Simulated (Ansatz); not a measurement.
# SbAs (model cell, started as wurtzite): following an unstable mode, part 2 of 2

Which phase does SbAs (model cell, started as wurtzite) fall into along its unstable mode, and how much energy does it gain?

Ansatz 0.2.0; DFT PBEsol, scalar-relativistic, plane waves, PAW.

So far. Step 4 (The mode frozen in, largest atomic shift 0.32 Å): The run ends at a pressure of -0.89 GPa, with forces up to 0.14 eV/Å. Step 5 (Energy along the mode, all amplitudes (two of the runs …): The lowest step is at 0.32 Å, 3.37 meV/atom below the parent, and the energy rises beyond it.

The structure was built from a prototype and need not be the compound's stable phase.

## 6. Relaxing from the distorted cell (continued)

Valence density in the bc plane at fractional x = 0.250, with atoms of Sb and As within 0.2 Å of it. It is the smooth field of the valence electrons, not physical close to the nuclei.

Values in e/Å³, 22 rows by 16 columns, each cell a mean:
```
 1  2  1  0  0  0  0  1  2  1  1  0  0  0  0  0
 5 13  7  1  0  0  1  3  9  8  2  1  0  0  0  1
10 26 15  2  1  0  1  5 17 14  4  1  0  0  0  1
 5 12  7  1  0  0  1  3  9  7  2  1  0  0  0  1
 1  2  1  0  0  0  0  1  2  1  1  0  0  0  0  0
 0  0  0  0  0  0  0  0  0  0  0  0  0  0  0  0
 0  0  0  0  0  0  0  0  0  0  0  0  0  0  0  0
 0  0  0  0  0  0  0  0  0  0  0  0  0  0  0  0
 0  0  0  0  0  0  0  0  0  0  0  0  0  0  0  0
 0  0  0  0  0  0  0  0  0  0  0  0  0  0  0  0
 0  0  0  0  0  0  0  0  0  0  0  0  0  0  0  0
 1  2  1  0  0  0  0  1  2  2  1  0  0  0  0  0
 5 12  7  1  0  0  1  3  9  8  2  1  0  0  0  1
10 27 15  2  1  0  1  5 18 15  4  1  0  0  0  1
 5 11  7  1  0  0  1  3  9  7  2  1  0  0  0  1
 1  1  1  0  0  0  0  1  1  1  1  0  0  0  0  0
 0  0  0  0  0  0  0  0  0  0  0  0  0  0  0  0
 0  0  0  0  0  0  0  0  0  0  0  0  0  0  0  0
 0  0  0  0  0  0  0  0  0  0  0  0  0  0  0  0
 0  0  0  0  0  0  0  0  0  0  0  0  0  0  0  0
 0  0  0  0  0  0  0  0  0  0  0  0  0  0  0  0
 0  0  0  0  0  0  0  0  0  0  0  0  0  0  0  0
```
Columns run along b (5.9 Å), rows up along c (8.2 Å). Atoms in or near the plane, at fractional coordinates: Sb at (0.54, 0.38), Sb at (0.54, 0.88), As at (0.09, 0.38), As at (0.09, 0.88).

The distorted start has space group Pna2_1; the relaxation ends in I4mm.

## 7. The new phase in its own primitive cell

The relaxed structure is symmetrised, reduced to its primitive cell and relaxed tightly, as its phonons need.

System of this step: SbAs (model cell, started as wurtzite). Symmetry: I4mm, No. 107, tetragonal system. The conventional cell has a = 4.092 Å, b = 4.092 Å, c = 5.874 Å, α = 90.00°, β = 90.00°, γ = 90.00°. Nearest to Sb lie 6 As at 2.66 to 3.21 Å. Nearest to As lie 6 Sb at 2.66 to 3.21 Å. Farther neighbours, and contacts between anions beyond the nearest, are not listed.

File input.yaml:

```yaml
crystal:
  lattice:
    - [-2.0462051889, 2.0462051889, 2.9367529923]
    - [2.0462051889, -2.0462051889, 2.9367529923]
    - [2.0462051889, 2.0462051889, -2.9367529923]
  atoms:
    - { symbol: Sb, position: [0.7891063783, 0.7891063783, 0.0] }
    - { symbol: As, position: [0.3358936217, 0.3358936217, 0.0] }
kpoints:
  mp_grid: { grid: [14, 14, 14] }
hamiltonian:
  xc: pbesol
scf:
  occupations: { method: methfessel_paxton, width: 0.2 }
output:
  forces: true
  stress: true
  eigenvalues: true
relax:
  adjacent_minimum: "off"
  f_tol: 0.001
  max_steps: 60
  cell: { stress_tol: 0.01 }
```

The run is started by

```sh
> ansatz run input.yaml --threads 4 --pin off --max-ram 7168MiB --backend cpu --events-out ev --progress --plain --runs-dir out
```

Wall time 25 s (4 threads of Arm Neoverse V1, shared host); peak memory 0.58 GiB.

Little changed from the start: no atom moved by 0.005 Å and no cell edge by 0.1 %.

This step gave:

```
pressure        : -0.002288 GPa
volume per atom : 24.60 Å³
```

The largest force component left is 0.27 meV/Å and the pressure is -0.002 GPa, within the tolerances set. The cell now holds 24.60 Å³/atom.

## 8. Modes of the new phase, k-mesh 14×14×14

A relaxed structure may still be a saddle point, so its zone-centre modes are computed. No field response is asked, since the mesh shows no gap.

input.yaml, the sections that differ from step 7:

```yaml
crystal:
  lattice:
    - [-2.0458310545, 2.0458310545, 2.9385890928]
    - [2.0458310545, -2.0458310545, 2.9385890928]
    - [2.0458310545, 2.0458310545, -2.9385890928]
  atoms:
    - { symbol: Sb, position: [0.7891548125, 0.7891548125, 0.0] }
    - { symbol: As, position: [0.3358451875, 0.3358451875, 0.0] }
output:
  eigenvalues: true
phonons:
  method: dfpt
# kpoints, hamiltonian, scf: as in step 7
# relax: removed
```

Run time: 62 s. Hardware: 4 threads; peak memory 1.4 GiB.

Numbers from this step:

- sum-rule residual before enforcement: 4.81e-5 eV/Å²
- point group: 4mm
- highest optical mode at the zone centre (no LO-TO term): 166.3 cm⁻¹
- lowest optical zone-centre mode: -82.75 cm⁻¹

Patterns of degenerate modes are one choice out of their space. Modes at Γ, with each element's share of the kinetic energy (negative means imaginary):

| mode | frequency (cm⁻¹) | symmetry | Sb % | As % |
| --- | --- | --- | --- | --- |
| 1 | -82.8 | E | 38 | 62 |
| 2 | -82.8 | E | 38 | 62 |
| 3 | 0.0 | acoustic | 62 | 38 |
| 4 | 0.0 | acoustic | 62 | 38 |
| 5 | 0.0 | acoustic | 62 | 38 |
| 6 | 166.3 | A1 | 38 | 62 |

Displacements in mode 2 (-82.8 cm⁻¹), the largest set to 1:
```
Sb1 -0.62  0.00  0.00
As2  1.00  0.00  0.00
```

Displacements in mode 6 (166.3 cm⁻¹), the largest set to 1:
```
Sb1  0.00  0.00 -0.62
As2  0.00  0.00  1.00
```

Before it was imposed, the acoustic sum rule was missed by 4.8e-5 eV/Å². Small misses are needed for a sound result but don't prove that mesh and cutoff are converged. The lowest optical mode is imaginary, 82.8i cm⁻¹, so the energy falls along it.

## 9. The phases reached

The phases reached along the modes that were followed are set side by side.

Energies are those of the first relaxation, on the mesh of the frozen mode; space group, volume and gap are those of the last relaxation. Phases, by row:

| mode frozen in | space group | energy from parent (meV/atom) | volume (Å³/atom) | gap on mesh (eV) | lowest zone-centre optical mode (cm⁻¹) | largest shift (Å) |
| --- | --- | --- | --- | --- | --- | --- |
| parent | P6_3mc | 0 | 30.79 | 0 | – | – |
| q = (0, -0.5, 0), 24i cm⁻¹ | I4mm | -185.3 | 24.6 | 0 | -82.8 | 1.079 |

## 10. Outcome

| Item | Value |
| --- | --- |
| unstable mode of the parent | q = (0, -0.5, 0), 24i cm⁻¹ |
| depth at the lowest point sampled | 3.37 meV/atom |
| largest atomic shift at that point | 0.32 Å |
| space group reached | I4mm |
| energy gained over the parent (first relaxation, on the mesh of the frozen mode) | 185 meV/atom |
| volume per atom, phase reached | 24.6 Å³ |
| lowest optical zone-centre mode, phase reached | -82.8 cm⁻¹ |
| highest optical mode at the zone centre (no LO-TO term), phase reached | 166 cm⁻¹ |

**Reading.** Along this mode the structure falls into I4mm, 185 meV/atom below the parent. At the parent's cell the well is 3.373 meV/atom deep on the steps tried, with its lowest point at a shift of 0.32 Å. Relaxing atoms and cell changes the gain by +181.91 meV/atom against the lowest step (energies at zero smearing). Most of the total comes from this relaxation. The new phase still has an imaginary mode at the zone centre of its cell, so it is a saddle point on the way to a lower structure. Each path keeps the symmetry of its pattern, so a lower phase may lie along a pattern not tried. Where the functional closes the gap at Γ, the partly filled states at that one point of a Γ-centred mesh soften the zone-centre modes by up to a few per cent. With no gap, or one that is small against the smearing, the frequencies hang on the k mesh and the smearing, most of all near Kohn anomalies. The volume moved by more than a tenth on the k mesh of the start, so the energy gain is rough. A semilocal functional can close a gap that the real compound would have, so the metallic treatment may be an artefact of the level. Spin-orbit coupling is left out, which can matter for the heavy elements here. The starting cell was built on a prototype and not taken from a measurement, so the phase need not exist.

[Long decimals in the printed logs are rounded to 6 places.]

[Logs are printed without paths, hosts, clocks, repeated set-up lines and the standing remarks that a program may print on its own settings, such as how far it seeks lower states.]

[Hosts, paths, dates, database ids (printed as entryN), source tags and the programs' standing remarks are cut or masked in the printed files.]

[Where the starting crystal was built by hand or by swapping elements, it need not be the compound's stable phase.]
